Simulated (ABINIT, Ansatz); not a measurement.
# K2H4Pt (I4/mmm): G0W0 on several meshes in ABINIT

Aim: the GW shift of K2H4Pt (I4/mmm) against the k mesh.

Main program and level: ABINIT 10.8.3; PBEsol and many-body steps on it, plane waves.

### 1. The starting structure

The structure is tetragonal, space group I4/mmm (No. 139). The conventional cell has a = 5.749 Å, b = 5.749 Å, c = 7.722 Å, α = 90.00°, β = 90.00°, γ = 90.00°. Nearest to K lie 8 H at 2.83 Å. Nearest to H lie 1 Pt at 1.65 Å and 2 H at 2.33 Å and 4 K at 2.83 Å. Nearest to Pt lie 4 H at 1.65 Å. Farther neighbours are not listed.

The cell and positions are those that the Materials Project relaxed with its own functionals (PBE, PBE+U or r2SCAN), kept fixed. Spin-orbit coupling is left out unless a step names it.

### 2. Empty states on the mesh, 2×2×2 mesh, 249 bands

This step: ABINIT 10.8.3; DFT, PBEsol, plane waves, norm-conserving pseudopotentials.

The sums over transitions need many empty states on a uniform mesh; this step solves for them.

The input, run.abi:

```
acell 3*1.0 Angstrom
rprim 
  -2.874560180000 2.874560180000 3.861188830000
  2.874560180000 -2.874560180000 3.861188830000
  2.874560180000 2.874560180000 -3.861188830000
ntypat 3
znucl 19 1 78
natom 7
typat 1 1 2 2 2 2 3
xred 
  0.250000000000 0.750000000000 0.500000000000
  0.750000000000 0.250000000000 0.500000000000
  0.202788050000 0.797211950000 0.000000000000
  0.202788050000 0.202788050000 0.405576100000
  0.797211950000 0.202788050000 0.000000000000
  0.797211950000 0.797211950000 0.594423900000
  0.000000000000 0.000000000000 0.000000000000
pp_dirpath "pseudos"
pseudos "K.upf, H.upf, Pt.upf"
ecut 38
ngkpt 2 2 2
nshiftk 1
shiftk 0 0 0
kptopt 1
chksymbreak 0
iscf -2
irdden 1
istwfk *1
nband 249
nbdbuf 22
tolwfr 1e-09
nstep 60
prtvol 0
indata_prefix "in"
outdata_prefix "out"
tmpdata_prefix "tmp"
```

Command:

```console
> OMP_NUM_THREADS=1 mpirun -n 4 abinit run.abi > log
```

Numbers of over 12 decimals in the logs are rounded to 6 here.

Output:

```text
.Version 10.8.3 of ABINIT. v10.8.2 released Aug 2026.

 Symmetries : space group I4/m m m (#139); Bravais tI (body-center tetrag.)
[... echo of the input left out ...]
== DATASET  1 ==================================================================
-   mpi_nproc: 4, omp_nthreads: 1 (-1 if OMP is not activated)

--- !DatasetInfo
iteration_state: {dtset: 1, }
dimensions: {natom: 7, nkpt: 4, mband: 249, nsppol: 1, nspinor: 1, nspden: 1, mpw: 9692, }
cutoff_energies: {ecut:  38.0, pawecutdg:  -1.0, }
[...]
2.88962    2.88962    2.91826    2.92319    2.92362    2.92362    2.93617    2.93617
   2.94049    2.94049    2.94241    2.97721    2.97764    2.98260    2.98525    2.99793
   3.01494
 prteigrs : prtvol=0 or 1, do not print more k-points.

== END DATASET(S) ==============================================================
================================================================================

 -outvars: echo values of variables after computation  --------
            nband         249
             nkpt           4
          spgroup         139
 [... the other variables as echoed above ...]

 Calculation completed.
```

Elapsed: 2.7 min, on 4 MPI ranks of Intel Xeon Platinum 8488C (Sapphire Rapids), shared host; peak memory 0.54 GiB; 11 min of CPU time.

Numbers from this step:

```yaml
gap: 2.606 eV
k_of_the_valence_top: 0.5, 0.5, 0
k_of_the_conduction_bottom: 0.5, 0.5, 0.5
least_direct_gap: 2.625 eV
k_points_computed: 4
lowest_point_of_the_top_converged_band_above_the_valence_top: 73.9856 eV
```

On this mesh the gap is 2.606 eV.

The density comes from a self-consistent run that is not shown.

### 3. Screening, 2×2×2 mesh, 104 bands, screening to 114.3 eV

The RPA dielectric matrix is built and inverted for each q.

This step: RPA screening on PBEsol, plane waves, norm-conserving pseudopotentials.

Edit run.abi of step 2 so:

```diff
@@ -25,10 +25,11 @@
 chksymbreak 0
-iscf -2
-irdden 1
 istwfk *1
-nband 249
-nbdbuf 22
-tolwfr 1e-09
-nstep 60
-prtvol 0
+occopt 1
+irdwfk 1
+optdriver 3
+nband 104
+ecuteps 4.2
+inclvkb 2
+awtr 1
+symchi 1
 indata_prefix "in"
```

Output:

```text
.Version 10.8.3 of ABINIT. v10.8.2 released Aug 2026.

 Symmetries : space group I4/m m m (#139); Bravais tI (body-center tetrag.)
[... echo of the input left out ...]
== DATASET  1 ==================================================================
-   mpi_nproc: 4, omp_nthreads: 1 (-1 if OMP is not activated)

--- !DatasetInfo
iteration_state: {dtset: 1, }
dimensions: {natom: 7, nkpt: 4, mband: 104, nsppol: 1, nspinor: 1, nspden: 1, mpw: 9692, }
cutoff_energies: {ecut:  38.0, pawecutdg:  -1.0, }
electrons: {nelect:   4.00000000E+01, charge:   0.00000000E+00, occopt:   1.00000000E+00, tsmear:   1.00000000E-02, }

 SCREENING: Calculation of the susceptibility and dielectric matrices

 Based on a program developped by R.W. Godby, V. Olevano, G. Onida, and L. Reining.
 Incorporated in ABINIT by V. Olevano, G.-M. Rignanese, and M. Torrent.
.Using double precision arithmetic ; gwpc =  8

[... cell and pseudopotentials left out ...]
--------------------------------------------------------------------------------

 ==== K-mesh for the wavefunctions ====
 Number of points in the irreducible wedge :     4
[... list of points left out ...]
 Together with 16 symmetry operations and time-reversal symmetry
 yields     8 points in the full Brillouin Zone.

 ==== Q-mesh for the screening function ====
 Number of points in the irreducible wedge :     4
[... list of points left out ...]
 Together with 16 symmetry operations and time-reversal symmetry
 yields     8 points in the full Brillouin Zone.

 setmesh: FFT mesh size selected  =    45x   45x   45
          total number of points  =        91125

 vcoul_init : cutoff-mode = AUXILIARY_FUNCTION
 q-points for optical limit:   1
     1)      0.000010    0.000020    0.000030

- screening: taking advantage of time-reversal symmetry
- Maximum band index for partially occupied states nbvw = 20
- Remaining bands to be divided among processors   nbcw = 84
- Number of bands treated by each node ~21

 Number of electrons calculated from density =   40.0000; Expected =   40.0000
 average of density, n =  0.046445
 r_s =    1.7258
 omega_plasma =   20.7886 [eV]

 calculating chi0 at frequencies [eV] :
  1    0.000000E+00    0.000000E+00
  2    0.000000E+00    2.078861E+01

--------------------------------------------------------------------------------
  q-point number  1        q = ( 0.000000, 0.000000, 0.000000) [r.l.u.]
--------------------------------------------------------------------------------
[... chi0 elements left out ...]
 For q-point:  0.000010 0.000020 0.000030
  dielectric constant =   2.8154
  dielectric constant without local fields =   3.6549

  Average fulfillment of the sum rule on Im[epsilon] for q-point    1 :     54.76  [%]
[... wings left out ...]
  q-point number  2        q = ( 0.500000, 0.000000, 0.000000) [r.l.u.]
--------------------------------------------------------------------------------
[... chi0 elements left out ...]
  Average fulfillment of the sum rule on Im[epsilon] for q-point    2 :     61.96  [%]

 [... 2 further q-points ...]
```

It took 29 s on 4 MPI ranks; peak memory 1.8 GiB.

This step gave:

```yaml
eps_infinity_with_local_fields_on_this_mesh_along_the_program_s_q_direction: 2.815
the_same_without_local_fields: 3.655
plasma_frequency: 20.79 eV
plane_waves_in_the_screening_matrix: 339
```

Local fields lower ε∞ by 23 %. On a Γ-centred mesh this coarse the value itself is usually too large, while a short band sum pulls it down.

### 4. 2×2×2

The self-energy is evaluated for the states that the input lists, and the levels follow from it, in one-shot runs by the linearised quasiparticle equation.

This step: G0W0 on PBEsol, plane waves, norm-conserving pseudopotentials.

Edit run.abi of step 3 so:

```diff
@@ -28,8 +28,19 @@
 irdwfk 1
-optdriver 3
+optdriver 4
 nband 104
+gwcalctyp 0
+ecutsigx 38
+symsigma 1
+nkptgw 3
+kptgw 
+  0.5000000000 0.5000000000 0.0000000000
+  0.5000000000 0.5000000000 0.5000000000
+  0.0000000000 0.0000000000 0.0000000000
+bdgw 
+  19 22
+  18 22
+  18 22
 ecuteps 4.2
-inclvkb 2
-awtr 1
-symchi 1
+irdscr 1
+ppmodel 1
 indata_prefix "in"
```

Output:

```text
.Version 10.8.3 of ABINIT. v10.8.2 released Aug 2026.

 Symmetries : space group I4/m m m (#139); Bravais tI (body-center tetrag.)
[... echo of the input left out ...]
== DATASET  1 ==================================================================
-   mpi_nproc: 4, omp_nthreads: 1 (-1 if OMP is not activated)

--- !DatasetInfo
iteration_state: {dtset: 1, }
dimensions: {natom: 7, nkpt: 4, mband: 104, nsppol: 1, nspinor: 1, nspden: 1, mpw: 9692, }
cutoff_energies: {ecut:  38.0, pawecutdg:  -1.0, }
electrons: {nelect:   4.00000000E+01, charge:   0.00000000E+00, occopt:   1.00000000E+00, tsmear:   1.00000000E-02, }

 SIGMA: Calculation of the GW corrections

 Based on a program developped by R.W. Godby, V. Olevano, G. Onida, and L. Reining.
 Incorporated in ABINIT by V. Olevano, G.-M. Rignanese, and M. Torrent.
.Using double precision arithmetic ; gwpc =  8

[... cell and pseudopotentials left out ...]
--------------------------------------------------------------------------------

 ==== K-mesh for the wavefunctions ====
 Number of points in the irreducible wedge :     4
[... list of points left out ...]
 Together with 16 symmetry operations and time-reversal symmetry
 yields     8 points in the full Brillouin Zone.

 ==== Q-mesh for screening function ====
 Number of points in the irreducible wedge :     4
[... list of points left out ...]
 Together with 16 symmetry operations and time-reversal symmetry
 yields     8 points in the full Brillouin Zone.

 vcoul_init : cutoff-mode = AUXILIARY_FUNCTION
 q-points for optical limit:   1
     1)      0.000010    0.000020    0.000030
 setmesh: FFT mesh size selected  =    72x   72x   72
          total number of points  =       373248

 Number of electrons calculated from density =   40.0000; Expected =   40.0000
 average of density, n =  0.046445
 r_s =    1.7258
 omega_plasma =   20.7886 [eV]

 === KS Band Gaps ===
  >>>> For spin  1
   Minimum direct gap =   2.6251 [eV], located at k-point      :   0.5000  0.5000  0.5000
   Fundamental gap    =   2.6060 [eV], Top of valence bands at :   0.5000  0.5000  0.0000
                                       Bottom of conduction at :   0.5000  0.5000  0.5000
 SIGMA fundamental parameters:
 PLASMON POLE MODEL  1
 number of plane-waves for SigmaX                 9657
 number of plane-waves for SigmaC and W            339
 number of plane-waves for wavefunctions          9657
 number of bands                                   104
 number of independent spin polarizations            1
 number of spinorial components                      1
 number of k-points in IBZ                           4
 number of q-points in IBZ                           4
 number of symmetry operations                      16
 number of k-points in BZ                            8
 number of q-points in BZ                            8
 number of frequencies for dSigma/dE                 9
 frequency step for dSigma/dE [eV]                0.25
 number of omega for Sigma on real axis              0
 max omega for Sigma on real axis  [eV]           0.00
 zcut for avoiding poles [eV]                     0.10

 EPSILON^-1 parameters (SCR file):
 dimension of the eps^-1 matrix on file            339
 dimension of the eps^-1 matrix used               339
 number of plane-waves for wavefunctions          9657
 number of bands                                   104
 number of q-points in IBZ                           4
 number of frequencies                               2
 number of real frequencies                          1
 number of imag frequencies                          1

 matrix elements of self-energy operator (all in [eV])

 Perturbative Calculation

--- !SelfEnergy_ee
iteration_state: {dtset: 1, }
kpoint     : [   0.500,    0.500,    0.000, ]
spin       : 1
KS_gap     :    3.641
QP_gap     :    5.441
Delta_QP_KS:    1.800
data: !SigmaeeData |
     Band     E0 <VxcDFT>   SigX SigC(E0)      Z dSigC/dE  Sig(E)    E-E0       E
       19   0.814 -19.621 -23.952   3.892   0.787  -0.271 -19.966  -0.345   0.470
       20   1.111 -17.314 -20.766   2.818   0.798  -0.253 -17.820  -0.506   0.605
       21   4.752 -10.342  -6.670  -2.153   0.852  -0.174  -9.048   1.294   6.046
       22   5.795  -8.415  -4.471  -2.504   0.855  -0.170  -7.184   1.230   7.026

--- !SelfEnergy_ee
iteration_state: {dtset: 1, }
kpoint     : [   0.500,    0.500,    0.500, ]
spin       : 1
KS_gap     :    2.625
QP_gap     :    4.185
Delta_QP_KS:    1.559
data: !SigmaeeData |
     Band     E0 <VxcDFT>   SigX SigC(E0)      Z dSigC/dE  Sig(E)    E-E0       E
       18   0.819 -19.638 -23.972   3.898   0.787  -0.271 -19.981  -0.343   0.476
       19   0.819 -19.638 -23.972   3.898   0.787  -0.271 -19.981  -0.343   0.476
[...]
--- !SelfEnergy_ee
iteration_state: {dtset: 1, }
kpoint     : [   0.000,    0.000,    0.000, ]
spin       : 1
KS_gap     :    4.989
QP_gap     :    6.983
Delta_QP_KS:    1.994
data: !SigmaeeData |
     Band     E0 <VxcDFT>   SigX SigC(E0)      Z dSigC/dE  Sig(E)    E-E0       E
[...]
20   0.797 -17.067 -20.605   2.892   0.792  -0.263 -17.579  -0.512   0.285
       21   5.785  -8.441  -4.168  -2.530   0.851  -0.176  -6.958   1.482   7.268
       22   6.309  -7.737  -3.708  -2.757   0.861  -0.161  -6.642   1.095   7.404

== END DATASET(S) ==============================================================
================================================================================

 -outvars: echo values of variables after computation  --------
           etotal      0.0000000000E+00
            nband         104
             nkpt           4
          spgroup         139
 [... the other variables as echoed above ...]

 Calculation completed.
```

Run time: 15 s. Hardware: 4 MPI ranks; peak memory 1.7 GiB.

Numbers from this step:

- G0W0 gap on the points computed: 4.164 eV
- starting gap on the mesh: 2.606 eV
- k of the valence top: 0.5, 0.5, 0
- k of the conduction bottom: 0.5, 0.5, 0.5
- Z at the valence top: 0.798
- Z at the conduction bottom: 0.858
- least direct G0W0 gap on the computed points: 4.185 eV

The gap on the mesh goes from 2.61 eV to 4.16 eV, a correction of +1.56 eV.

### 5. Empty states on the mesh, 4×4×4 mesh, 114 bands

This step: DFT, PBEsol, plane waves, norm-conserving pseudopotentials.

Edit run.abi of step 4 so:

```diff
@@ -20,3 +20,3 @@
 ecut 38
-ngkpt 2 2 2
+ngkpt 4 4 4
 nshiftk 1
@@ -25,22 +25,10 @@
 chksymbreak 0
+iscf -2
+irdden 1
 istwfk *1
-occopt 1
-irdwfk 1
-optdriver 4
-nband 104
-gwcalctyp 0
-ecutsigx 38
-symsigma 1
-nkptgw 3
-kptgw 
-  0.5000000000 0.5000000000 0.0000000000
-  0.5000000000 0.5000000000 0.5000000000
-  0.0000000000 0.0000000000 0.0000000000
-bdgw 
-  19 22
-  18 22
-  18 22
-ecuteps 4.2
-irdscr 1
-ppmodel 1
+nband 114
+nbdbuf 10
+tolwfr 1e-09
+nstep 60
+prtvol 0
 indata_prefix "in"
```

Output:

```text
.Version 10.8.3 of ABINIT. v10.8.2 released Aug 2026.

 Symmetries : space group I4/m m m (#139); Bravais tI (body-center tetrag.)
[... echo of the input left out ...]
== DATASET  1 ==================================================================
-   mpi_nproc: 4, omp_nthreads: 1 (-1 if OMP is not activated)

--- !DatasetInfo
iteration_state: {dtset: 1, }
dimensions: {natom: 7, nkpt: 13, mband: 114, nsppol: 1, nspinor: 1, nspden: 1, mpw: 9692, }
cutoff_energies: {ecut:  38.0, pawecutdg:  -1.0, }
[...]
1.46173    1.46950    1.49639    1.49639    1.50633    1.50633    1.51918    1.54022
   1.56743    1.58610    1.59196    1.61096    1.61361    1.61361    1.63594    1.64548
   1.65632    1.66503
 prteigrs : prtvol=0 or 1, do not print more k-points.

== END DATASET(S) ==============================================================
================================================================================

 -outvars: echo values of variables after computation  --------
            nband         114
             nkpt          13
          spgroup         139
 [... the other variables as echoed above ...]

 Calculation completed.
```

Wall time 2.7 min (4 MPI ranks); peak memory 0.63 GiB.

This step gave:

```yaml
gap: 2.586 eV
k_of_the_valence_top: 0.5, 0.5, 0.25
k_of_the_conduction_bottom: 0.5, 0.5, 0.5
least_direct_gap: 2.625 eV
k_points_computed: 13
lowest_point_of_the_top_converged_band_above_the_valence_top: 39.23 eV
```

On this mesh the gap is 2.586 eV.

### 6. Screening, 4×4×4 mesh, 104 bands, screening to 114.3 eV

This step: RPA screening on PBEsol, plane waves, norm-conserving pseudopotentials.

Edit run.abi of step 5 so:

```diff
@@ -25,10 +25,11 @@
 chksymbreak 0
-iscf -2
-irdden 1
 istwfk *1
-nband 114
-nbdbuf 10
-tolwfr 1e-09
-nstep 60
-prtvol 0
+occopt 1
+irdwfk 1
+optdriver 3
+nband 104
+ecuteps 4.2
+inclvkb 2
+awtr 1
+symchi 1
 indata_prefix "in"
```

Output:

```text
.Version 10.8.3 of ABINIT. v10.8.2 released Aug 2026.

 Symmetries : space group I4/m m m (#139); Bravais tI (body-center tetrag.)
[... echo of the input left out ...]
== DATASET  1 ==================================================================
-   mpi_nproc: 4, omp_nthreads: 1 (-1 if OMP is not activated)

--- !DatasetInfo
iteration_state: {dtset: 1, }
dimensions: {natom: 7, nkpt: 13, mband: 104, nsppol: 1, nspinor: 1, nspden: 1, mpw: 9692, }
cutoff_energies: {ecut:  38.0, pawecutdg:  -1.0, }
electrons: {nelect:   4.00000000E+01, charge:   0.00000000E+00, occopt:   1.00000000E+00, tsmear:   1.00000000E-02, }

 SCREENING: Calculation of the susceptibility and dielectric matrices

 Based on a program developped by R.W. Godby, V. Olevano, G. Onida, and L. Reining.
 Incorporated in ABINIT by V. Olevano, G.-M. Rignanese, and M. Torrent.
.Using double precision arithmetic ; gwpc =  8

[... cell and pseudopotentials left out ...]
--------------------------------------------------------------------------------

 ==== K-mesh for the wavefunctions ====
 Number of points in the irreducible wedge :    13
[... list of points left out ...]
 Together with 16 symmetry operations and time-reversal symmetry
 yields    64 points in the full Brillouin Zone.

 ==== Q-mesh for the screening function ====
 Number of points in the irreducible wedge :    13
[... list of points left out ...]
 Together with 16 symmetry operations and time-reversal symmetry
 yields    64 points in the full Brillouin Zone.

 setmesh: FFT mesh size selected  =    45x   45x   45
          total number of points  =        91125

 vcoul_init : cutoff-mode = AUXILIARY_FUNCTION
 q-points for optical limit:   1
     1)      0.000010    0.000020    0.000030

- screening: taking advantage of time-reversal symmetry
- Maximum band index for partially occupied states nbvw = 20
- Remaining bands to be divided among processors   nbcw = 84
- Number of bands treated by each node ~21

 Number of electrons calculated from density =   40.0000; Expected =   40.0000
 average of density, n =  0.046445
 r_s =    1.7258
 omega_plasma =   20.7886 [eV]

 calculating chi0 at frequencies [eV] :
  1    0.000000E+00    0.000000E+00
  2    0.000000E+00    2.078861E+01

--------------------------------------------------------------------------------
  q-point number  1        q = ( 0.000000, 0.000000, 0.000000) [r.l.u.]
--------------------------------------------------------------------------------
[... chi0 elements left out ...]
 For q-point:  0.000010 0.000020 0.000030
  dielectric constant =   2.7555
  dielectric constant without local fields =   3.5801

  Average fulfillment of the sum rule on Im[epsilon] for q-point    1 :     54.77  [%]
[... wings left out ...]
  q-point number  2        q = ( 0.250000, 0.000000, 0.000000) [r.l.u.]
--------------------------------------------------------------------------------
[... chi0 elements left out ...]
  Average fulfillment of the sum rule on Im[epsilon] for q-point    2 :     67.60  [%]

 [... 11 further q-points ...]
```

Run time: 4.8 min. Hardware: 4 MPI ranks; peak memory 4.2 GiB; 19 min of CPU time.

This step gave:

| Property | Result |
| --- | --- |
| ε∞ with local fields, on this mesh, along the program's q direction | 2.756 |
| the same without local fields | 3.580 |
| plasma frequency | 20.79 eV |
| plane waves in the screening matrix | 339 |

(Part 1 of 2 ends here.)

[Paths, hosts, dates, memory and timing lines, banners, echoed tables and standing remarks are left out of the program output.]

[Logs are printed without paths, hosts, clocks, repeated set-up lines and the standing remarks that a program may print on its own settings, such as how far it seeks lower states.]

[Runs of the session that timed out or met a known fault of the program may be left out.]

[No measured gap is set beside runs whose start may be inverted or whose files or cutoffs have a known fault.]

[Hosts, paths, dates, database ids (printed as entryN), source tags and the programs' standing remarks are cut or masked in the printed files.]

[G0W0 gaps are taken among the corrected bands and points alone; a level outside them can change the order at an edge.]

[Where Ansatz stands beside ABINIT at settings called matched, ABINIT's density can come from a denser mesh and the files from another edition; pairs whose starting gaps differed by over 0.03 eV were left out, so agreement reads better than it is.]
